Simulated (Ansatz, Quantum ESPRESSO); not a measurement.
# LiCl (Fm-3m): from Born charge to LO-TO splitting

Wanted: the LO mode of LiCl (Fm-3m) from the TO mode and the field response.

Method: DFT LDA, scalar-relativistic, plane waves, GBRV ultrasoft pseudopotentials, in Quantum ESPRESSO 7.5.

The database entry behind the starting cell differs from later determinations by our own check (0.1 to 0.3 % short, probably kX units), so it need not match the best structure at ambient conditions.

### 1. The relaxed structure

It takes space group Fm-3m (No. 225, cubic). The conventional cell has a = 4.965 Å, b = 4.965 Å, c = 4.965 Å, α = 90.00°, β = 90.00°, γ = 90.00°. Li has 6 Cl at 2.48 Å nearest. Cl has 6 Li at 2.48 Å nearest. Farther neighbours and most contacts between anions are not listed.

Structure file:

```xyz
2
Lattice="-2.4823 0.0000 2.4823 0.0000 2.4823 2.4823 -2.4823 2.4823 0.0000" Properties=species:S:1:pos:R:3 pbc="T T T"
Li    0.0000    0.0000    0.0000
Cl   -2.4823    2.4823    2.4823
```

This is the cell after its relaxation at this level of theory, not the database cell from which that began.

### 2. What the response run gave

A linear-response run on the relaxed cell, with the response to an electric field; only its zone-centre results are used. Cutoff 45 Ry, k mesh 8×8×8.

Log:

```text
[banners, grids, parts of the stress and lines that vanish by symmetry left out]
Program PHONON v.7.5
     Reading xml data from directory:

[...]
Exchange-correlation= PZ
                           (   1   1   0   0   0   0   0)
[...]
kinetic-energy cut-off    =      45.0000  Ry
     charge density cut-off    =     270.0000  Ry
     convergence threshold     =      1.0E-18
[...]
Exchange-correlation= PZ
                           (   1   1   0   0   0   0   0)
[...]
q = (   0.0000000   0.0000000   0.0000000 )
     49 Sym.Ops. (with q -> -q+G )
     G cutoff =  601.9398  (  15473 G-vectors)     FFT grid: ( 36, 36, 36)
     G cutoff =  401.2932  (   8393 G-vectors)  smooth grid: ( 30, 30, 30)
     number of k points=    29
[...]
Mode symmetry, O_h (m-3m)  point group:
[...]
Dielectric constant
[...]
End of electric fields calculation
          Dielectric constant in cartesian axis
          (       3.190231631       0.000000000      -0.000000000 )
          (      -0.000000000       3.190231631       0.000000000 )
          (       0.000000000       0.000000000       3.190231631 )
          Effective charges (d Force / dE) in cartesian axis without acoustic sum rule applied (asr)
           atom    1  Li    Mean Z*:        1.15986
      Ex  (        1.15986       -0.00000       -0.00000 )
      Ey  (       -0.00000        1.15986        0.00000 )
      Ez  (       -0.00000        0.00000        1.15986 )
           atom    2  Cl    Mean Z*:       -1.16675
      Ex  (       -1.16675        0.00000        0.00000 )
      Ey  (        0.00000       -1.16675       -0.00000 )
      Ez  (        0.00000       -0.00000       -1.16675 )
          Effective charges Sum: Mean:       -0.00688
[...]
Effective charges (d Force / dE) in cartesian axis with asr applied:
           atom    1  Li    Mean Z*:        1.16331
[...]
atom    2  Cl    Mean Z*:       -1.16331
[...]
Representation #   1 modes #   1   2   3
[...]
End of self-consistent calculation
     Convergence has been achieved
     Representation #   2 modes #   4   5   6
[...]
End of self-consistent calculation
     Convergence has been achieved
[...]
Dielectric constant in cartesian axis
          (       3.190231631       0.000000000      -0.000000000 )
          (      -0.000000000       3.190231631       0.000000000 )
          (       0.000000000       0.000000000       3.190231631 )
          Effective charges (d Force / dE) in cartesian axis without acoustic sum rule applied (asr)
           atom    1  Li    Mean Z*:        1.15986
      Ex  (        1.15986       -0.00000       -0.00000 )
      Ey  (       -0.00000        1.15986        0.00000 )
      Ez  (       -0.00000        0.00000        1.15986 )
           atom    2  Cl    Mean Z*:       -1.16675
      Ex  (       -1.16675        0.00000        0.00000 )
      Ey  (        0.00000       -1.16675       -0.00000 )
      Ez  (        0.00000       -0.00000       -1.16675 )
          Effective charges Sum: Mean:       -0.00688
[...]
Effective charges (d Force / dE) in cartesian axis with asr applied:
           atom    1  Li    Mean Z*:        1.16331
[...]
atom    2  Cl    Mean Z*:       -1.16331
[...]
q = (    0.000000000   0.000000000   0.000000000 )
[...]
freq (    1) =      -0.254114 [THz] =      -8.476345 [cm-1]
     freq (    2) =      -0.254114 [THz] =      -8.476345 [cm-1]
     freq (    3) =      -0.254114 [THz] =      -8.476345 [cm-1]
     freq (    4) =       6.870526 [THz] =     229.176081 [cm-1]
     freq (    5) =       6.870526 [THz] =     229.176081 [cm-1]
     freq (    6) =       6.870526 [THz] =     229.176081 [cm-1]
[...]
Mode symmetry, O_h (m-3m)  point group:
     freq (   1-   3) =         -8.5  [cm-1]   --> T_1u G_15  G_4- I
     freq (   4-   6) =        229.2  [cm-1]   --> T_1u G_15  G_4- I

   JOB DONE.
```

```
                       quantity   value
             cell volume Ω (Å³)  30.589
                 mass of Li (u)   6.940
                 mass of Cl (u)  35.450
     Born charge of Li, raw (e)   1.160
     Born charge of Cl, raw (e)  -1.167
                             ε∞   3.190
ω(TO) after the sum rule (cm⁻¹)   229.5
```

### 3. The calculation

The charges must sum to zero over the cell; taking off their mean, -0.003 e, leaves Z* = 1.163 e on Li. In the polar mode Li moves against Cl, so the reduced mass is μ = 6.94 × 35.45 / 42.39 = 5.804 u.

A longitudinal wave builds up a field that adds to the restoring force: ω(LO)² = ω(TO)² + 4π Z*² / (μ Ω ε∞), in Hartree atomic units. With μ = 10580 electron masses and Ω = 206.43 bohr³ the second term is 2.4411e-06 Ha², or 117583 cm⁻² (1 Ha = 219474.6 cm⁻¹).

So ω(LO) = √(52666 + 117583) = 412.6 cm⁻¹, and by the Lyddane-Sachs-Teller relation ε₀ = ε∞ (ω(LO)/ω(TO))² = 10.31.

### 4. Check against the program

The analysis program adds the same non-analytic term to the full matrix, here for q along (1 0 0).

Log:

```text
[banner, memory and clock lines left out]
Program DYNMAT v.7.5

     Reading Dynamical Matrix from file g.dyn
     ...Force constants read
     ...epsilon and Z* read

     Polarizability (A^3 units)
     multiply by 0.578009 for Clausius-Mossotti correction
         5.331472   -0.000000    0.000000
         0.000000    5.331472    0.000000
        -0.000000    0.000000    5.331472

     IR activities are in (D/A)^2/amu units

# mode   [cm-1]    [THz]      IR
    1     -0.00   -0.0000    0.0000
    2     -0.00   -0.0000    0.0000
    3      0.00    0.0000    0.0000
    4    229.49    6.8801    5.3795
    5    229.49    6.8801    5.3795
    6    412.60   12.3695    5.3795
```

ε₀ comes from the program's run without a direction of q.

```csv
quantity,by hand,program
ω(LO) (cm⁻¹),412.6,412.6
ε₀,10.31,10.31
```

### 5. Summary of results

```json
{
  "TO mode": "229.5 cm⁻¹",
  "LO mode": "412.6 cm⁻¹",
  "static dielectric constant": "10.31"
}
```

What this shows: The LO mode of LiCl (Fm-3m) lies at 413 cm⁻¹, 183 cm⁻¹ above the TO mode; the formula meets the program within 0.1 cm⁻¹, as it must for a cubic crystal with one polar mode. ω(LO)² − ω(TO)² goes with Z*²/ε∞: an error of 5 % in ε∞ would move the LO mode by 6.8 cm⁻¹, and semilocal functionals tend to overestimate ε∞. These are harmonic values at zero temperature, at the volume of this functional, for the structure held cubic; stability elsewhere in the zone is no part of this calculation.

[Host names and launcher messages were left out of these logs when they were recorded.]

[Logs are printed without paths, hosts, clocks, repeated set-up lines and the standing remarks that a program may print on its own settings, such as how far it seeks lower states.]

[Hosts, paths, dates, database ids (printed as entryN), source tags and the programs' standing remarks are cut or masked in the printed files.]
